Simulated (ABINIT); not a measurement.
# NaF (Villiaumite): G0W0 in ABINIT against the wavefunction cutoff in GW

Aim: move the wavefunction cutoff in GW of a G0W0 run on NaF (Villiaumite) over a wide range.

Program: ABINIT 10.8.3. Level of theory: PBEsol and many-body steps on it, plane waves. Results are calculated unless marked as measured.

Report form: the programs' logs are mostly left out.

## (1) The starting structure

The structure is cubic, space group Fm-3m (No. 225). Conventional cell: a = 4.640 Å, b = 4.640 Å, c = 4.640 Å, α = 90.00°, β = 90.00°, γ = 90.00°. Nearest to Na lie 6 F at 2.32 Å. F has 6 Na at 2.32 Å nearest. Farther neighbours and most contacts between anions are not listed.

The cell and positions come from the Crystallography Open Database and are kept as given unless a step says otherwise.

## (2) Screening, 4×4×4 mesh, 26 bands, screening to 130.6 eV

This step: ABINIT 10.8.3; RPA screening on PBEsol, plane waves, norm-conserving pseudopotentials.

The RPA dielectric matrix is built and inverted for each q.

The input, run.abi:

```
acell 3*1.0 Angstrom
rprim 
  -0.000000000000 2.320000000000 2.320000000000
  2.320000000000 -0.000000000000 2.320000000000
  2.320000000000 2.320000000000 -0.000000000000
ntypat 2
znucl 11 9
natom 2
typat 1 2
xred 
  0.000000000000 0.000000000000 0.000000000000
  0.500000000000 0.500000000000 0.500000000000
pp_dirpath "pseudos"
pseudos "Na.upf, F.upf"
ecut 38
ngkpt 4 4 4
nshiftk 1
shiftk 0 0 0
kptopt 1
chksymbreak 0
istwfk *1
occopt 1
irdwfk 1
optdriver 3
nband 26
ecuteps 4.8
inclvkb 2
awtr 1
symchi 1
ecutwfn 11.4
indata_prefix "in"
outdata_prefix "out"
tmpdata_prefix "tmp"
```

On the command line:

```bash
> OMP_NUM_THREADS=1 mpirun -n 4 abinit run.abi > log
```

Run time: 1.8 s. Hardware: 4 MPI ranks of Arm Neoverse V2, shared host; peak memory 0.07 GiB.

Numbers from this step:

```
ε∞ with local fields, on this mesh, along the program's q direction : 1.876
the same without local fields                                       : 1.951
plasma frequency                                                    : 29.33 eV
plane waves in the screening matrix                                 : 65
```

Local fields lower ε∞ by 4 %. On a Γ-centred mesh this coarse the value itself is usually too large, while a short band sum pulls it down.

## (3) 11.4 Ha

This step: G0W0 on PBEsol, plane waves, norm-conserving pseudopotentials.

Changes to run.abi since step 2:

```diff
@@ -23,8 +23,15 @@
 irdwfk 1
-optdriver 3
+optdriver 4
 nband 26
+gwcalctyp 0
+ecutsigx 11.4
+symsigma 1
+nkptgw 1
+kptgw 
+  0.0000000000 0.0000000000 0.0000000000
+bdgw 
+  6 12
 ecuteps 4.8
-inclvkb 2
-awtr 1
-symchi 1
+irdscr 1
+ppmodel 1
 ecutwfn 11.4
```

The job ended after 1.5 s (4 MPI ranks; peak memory 0.07 GiB).

Numbers from this step:

```yaml
g0w0_gap_on_the_points_computed: 10.32 eV
starting_gap_on_the_mesh: 6.180 eV
k_of_the_valence_top: 0, 0, 0
k_of_the_conduction_bottom: 0, 0, 0
z_at_the_valence_top: 0.836
z_at_the_conduction_bottom: 0.904
least_direct_g0w0_gap_on_the_computed_points: 10.32 eV
```

## (4) Screening, 4×4×4 mesh, 26 bands, screening to 130.6 eV

This step: RPA screening on PBEsol, plane waves, norm-conserving pseudopotentials.

Changes to run.abi since step 3:

```diff
@@ -23,16 +23,9 @@
 irdwfk 1
-optdriver 4
+optdriver 3
 nband 26
-gwcalctyp 0
-ecutsigx 11.4
-symsigma 1
-nkptgw 1
-kptgw 
-  0.0000000000 0.0000000000 0.0000000000
-bdgw 
-  6 12
 ecuteps 4.8
-irdscr 1
-ppmodel 1
-ecutwfn 11.4
+inclvkb 2
+awtr 1
+symchi 1
+ecutwfn 19
 indata_prefix "in"
```

Run time: 2.1 s. Hardware: 4 MPI ranks; peak memory 0.08 GiB; 8.3 s of CPU time.

This step gave:

```
ε∞ with local fields, on this mesh, along the program's q direction : 1.813
the same without local fields                                       : 1.885
plasma frequency                                                    : 29.68 eV
plane waves in the screening matrix                                 : 65
```

## (5) 19 Ha

The self-energy is evaluated for the states that the input lists, and the levels follow from it, in one-shot runs by the linearised quasiparticle equation.

This step: G0W0 on PBEsol, plane waves, norm-conserving pseudopotentials.

Changes to run.abi since step 4:

```diff
@@ -23,8 +23,15 @@
 irdwfk 1
-optdriver 3
+optdriver 4
 nband 26
+gwcalctyp 0
+ecutsigx 19
+symsigma 1
+nkptgw 1
+kptgw 
+  0.0000000000 0.0000000000 0.0000000000
+bdgw 
+  6 12
 ecuteps 4.8
-inclvkb 2
-awtr 1
-symchi 1
+irdscr 1
+ppmodel 1
 ecutwfn 19
```

It took 1.6 s on 4 MPI ranks; peak memory 0.08 GiB.

Numbers from this step:

| Property | Result |
| --- | --- |
| G0W0 gap on the points computed | 10.43 eV |
| starting gap on the mesh | 6.180 eV |
| k of the valence top | 0, 0, 0 |
| k of the conduction bottom | 0, 0, 0 |
| Z at the valence top | 0.824 |
| Z at the conduction bottom | 0.905 |
| least direct G0W0 gap on the computed points | 10.43 eV |

The gap on the mesh goes from 6.18 eV to 10.43 eV, a correction of +4.25 eV.

## (6) Screening, 4×4×4 mesh, 26 bands, screening to 130.6 eV

This step: RPA screening on PBEsol, plane waves, norm-conserving pseudopotentials.

Changes to run.abi since step 5:

```diff
@@ -23,16 +23,9 @@
 irdwfk 1
-optdriver 4
+optdriver 3
 nband 26
-gwcalctyp 0
-ecutsigx 19
-symsigma 1
-nkptgw 1
-kptgw 
-  0.0000000000 0.0000000000 0.0000000000
-bdgw 
-  6 12
 ecuteps 4.8
-irdscr 1
-ppmodel 1
-ecutwfn 19
+inclvkb 2
+awtr 1
+symchi 1
+ecutwfn 28.5
 indata_prefix "in"
```

Wall time 2.8 s (4 MPI ranks); peak memory 0.1 GiB.

Numbers from this step:

```yaml
eps_infinity_with_local_fields_on_this_mesh_along_the_program_s_q_direction: 1.798
the_same_without_local_fields: 1.868
plasma_frequency: 29.72 eV
plane_waves_in_the_screening_matrix: 65
```

## (7) 28.5 Ha

This step: G0W0 on PBEsol, plane waves, norm-conserving pseudopotentials.

Changes to run.abi since step 6:

```diff
@@ -23,8 +23,15 @@
 irdwfk 1
-optdriver 3
+optdriver 4
 nband 26
+gwcalctyp 0
+ecutsigx 28.5
+symsigma 1
+nkptgw 1
+kptgw 
+  0.0000000000 0.0000000000 0.0000000000
+bdgw 
+  6 12
 ecuteps 4.8
-inclvkb 2
-awtr 1
-symchi 1
+irdscr 1
+ppmodel 1
 ecutwfn 28.5
```

Wall time 1.7 s (4 MPI ranks); peak memory 0.09 GiB.

Numbers from this step:

```yaml
g0w0_gap_on_the_points_computed: 10.54 eV
starting_gap_on_the_mesh: 6.180 eV
k_of_the_valence_top: 0, 0, 0
k_of_the_conduction_bottom: 0, 0, 0
least_direct_g0w0_gap_on_the_computed_points: 10.54 eV
```

Against the run before, the gap moves by +0.104 eV.

## (8) Screening, 4×4×4 mesh, 26 bands, screening to 130.6 eV

This step: RPA screening on PBEsol, plane waves, norm-conserving pseudopotentials.

Changes to run.abi since step 7:

```diff
@@ -23,16 +23,8 @@
 irdwfk 1
-optdriver 4
+optdriver 3
 nband 26
-gwcalctyp 0
-ecutsigx 28.5
-symsigma 1
-nkptgw 1
-kptgw 
-  0.0000000000 0.0000000000 0.0000000000
-bdgw 
-  6 12
 ecuteps 4.8
-irdscr 1
-ppmodel 1
-ecutwfn 28.5
+inclvkb 2
+awtr 1
+symchi 1
 indata_prefix "in"
```

Elapsed: 3 s, on 4 MPI ranks; peak memory 0.1 GiB; 12 s of CPU time.

Numbers from this step:

| Property | Result |
| --- | --- |
| ε∞ with local fields, on this mesh, along the program's q direction | 1.797 |
| the same without local fields | 1.867 |
| plasma frequency | 29.72 eV |
| plane waves in the screening matrix | 65 |

## (9) 38 Ha

This step: G0W0 on PBEsol, plane waves, norm-conserving pseudopotentials.

Changes to run.abi since step 8:

```diff
@@ -23,8 +23,15 @@
 irdwfk 1
-optdriver 3
+optdriver 4
 nband 26
+gwcalctyp 0
+ecutsigx 38
+symsigma 1
+nkptgw 1
+kptgw 
+  0.0000000000 0.0000000000 0.0000000000
+bdgw 
+  6 12
 ecuteps 4.8
-inclvkb 2
-awtr 1
-symchi 1
+irdscr 1
+ppmodel 1
 indata_prefix "in"
```

Elapsed: 1.9 s, on 4 MPI ranks; peak memory 0.12 GiB.

Numbers from this step:

```
G0W0 gap on the points computed              : 10.55 eV
starting gap on the mesh                     : 6.180 eV
k of the valence top                         : 0, 0, 0
k of the conduction bottom                   : 0, 0, 0
least direct G0W0 gap on the computed points : 10.55 eV
```

Against the run before, the gap moves by +0.015 eV.

## (10) The runs together

Times are wall times on 4 MPI ranks of Arm Neoverse V2, shared host, good to a factor of about two. A run's time includes the screening step that it read.

| run | mesh | bands | screening cutoff (eV) | DFT gap (eV) | gap on the mesh (eV) | direct (eV) | ε∞ used | time |
| --- | --- | --- | --- | --- | --- | --- | --- | --- |
| 11.4 Ha | 4×4×4 | 26 | 130.6 | 6.180 | 10.319 | 10.319 | 1.88 | 3.3 s |
| 19 Ha | 4×4×4 | 26 | 130.6 | 6.180 | 10.433 | 10.433 | 1.81 | 3.8 s |
| 28.5 Ha | 4×4×4 | 26 | 130.6 | 6.180 | 10.537 | 10.537 | 1.80 | 4.5 s |
| 38 Ha | 4×4×4 | 26 | 130.6 | 6.180 | 10.552 | 10.552 | 1.80 | 4.9 s |

## (11) Results

```json
{"11.4 Ha": "10.319 eV", "19 Ha": "10.433 eV", "28.5 Ha": "10.537 eV", "38 Ha": "10.552 eV", "known limits": "not at the basis limit; coarse k mesh"}
```

What this shows: The setting moved: wavefunction cutoff in GW. From 11.4 Ha to 38 Ha the gap moves by +0.23 eV. The last step still moves it by +0.015 eV. Bands and screening cutoff are coupled, so a series along one setting does not show full convergence. The exchange cutoff follows the wavefunction cutoff here. Bands and cutoff are finite, so the gap is not at the basis limit. The miss can reach some tenths of an eV and take either sign; the mesh is an error of its own. In the G0W0 runs levels were corrected at 1 k point alone, so a gap called «on the mesh» is the least over those, and an edge elsewhere would be missed. The 4×4×4 mesh is coarse for this cell, which bears on the long-range parts of exchange and screening.

[Paths, hosts, dates, memory and timing lines, banners, echoed tables and standing remarks are left out of the program output.]

[Logs are printed without paths, hosts, clocks, repeated set-up lines and the standing remarks that a program may print on its own settings, such as how far it seeks lower states.]

[Runs of the session that timed out or met a known fault of the program may be left out.]

[Hosts, paths, dates, database ids (printed as entryN), source tags and the programs' standing remarks are cut or masked in the printed files.]

[G0W0 gaps are taken among the corrected bands and points alone; a level outside them can change the order at an edge.]

[Where Ansatz stands beside ABINIT at settings called matched, ABINIT's density can come from a denser mesh and the files from another edition; pairs whose starting gaps differed by over 0.03 eV were left out, so agreement reads better than it is.]
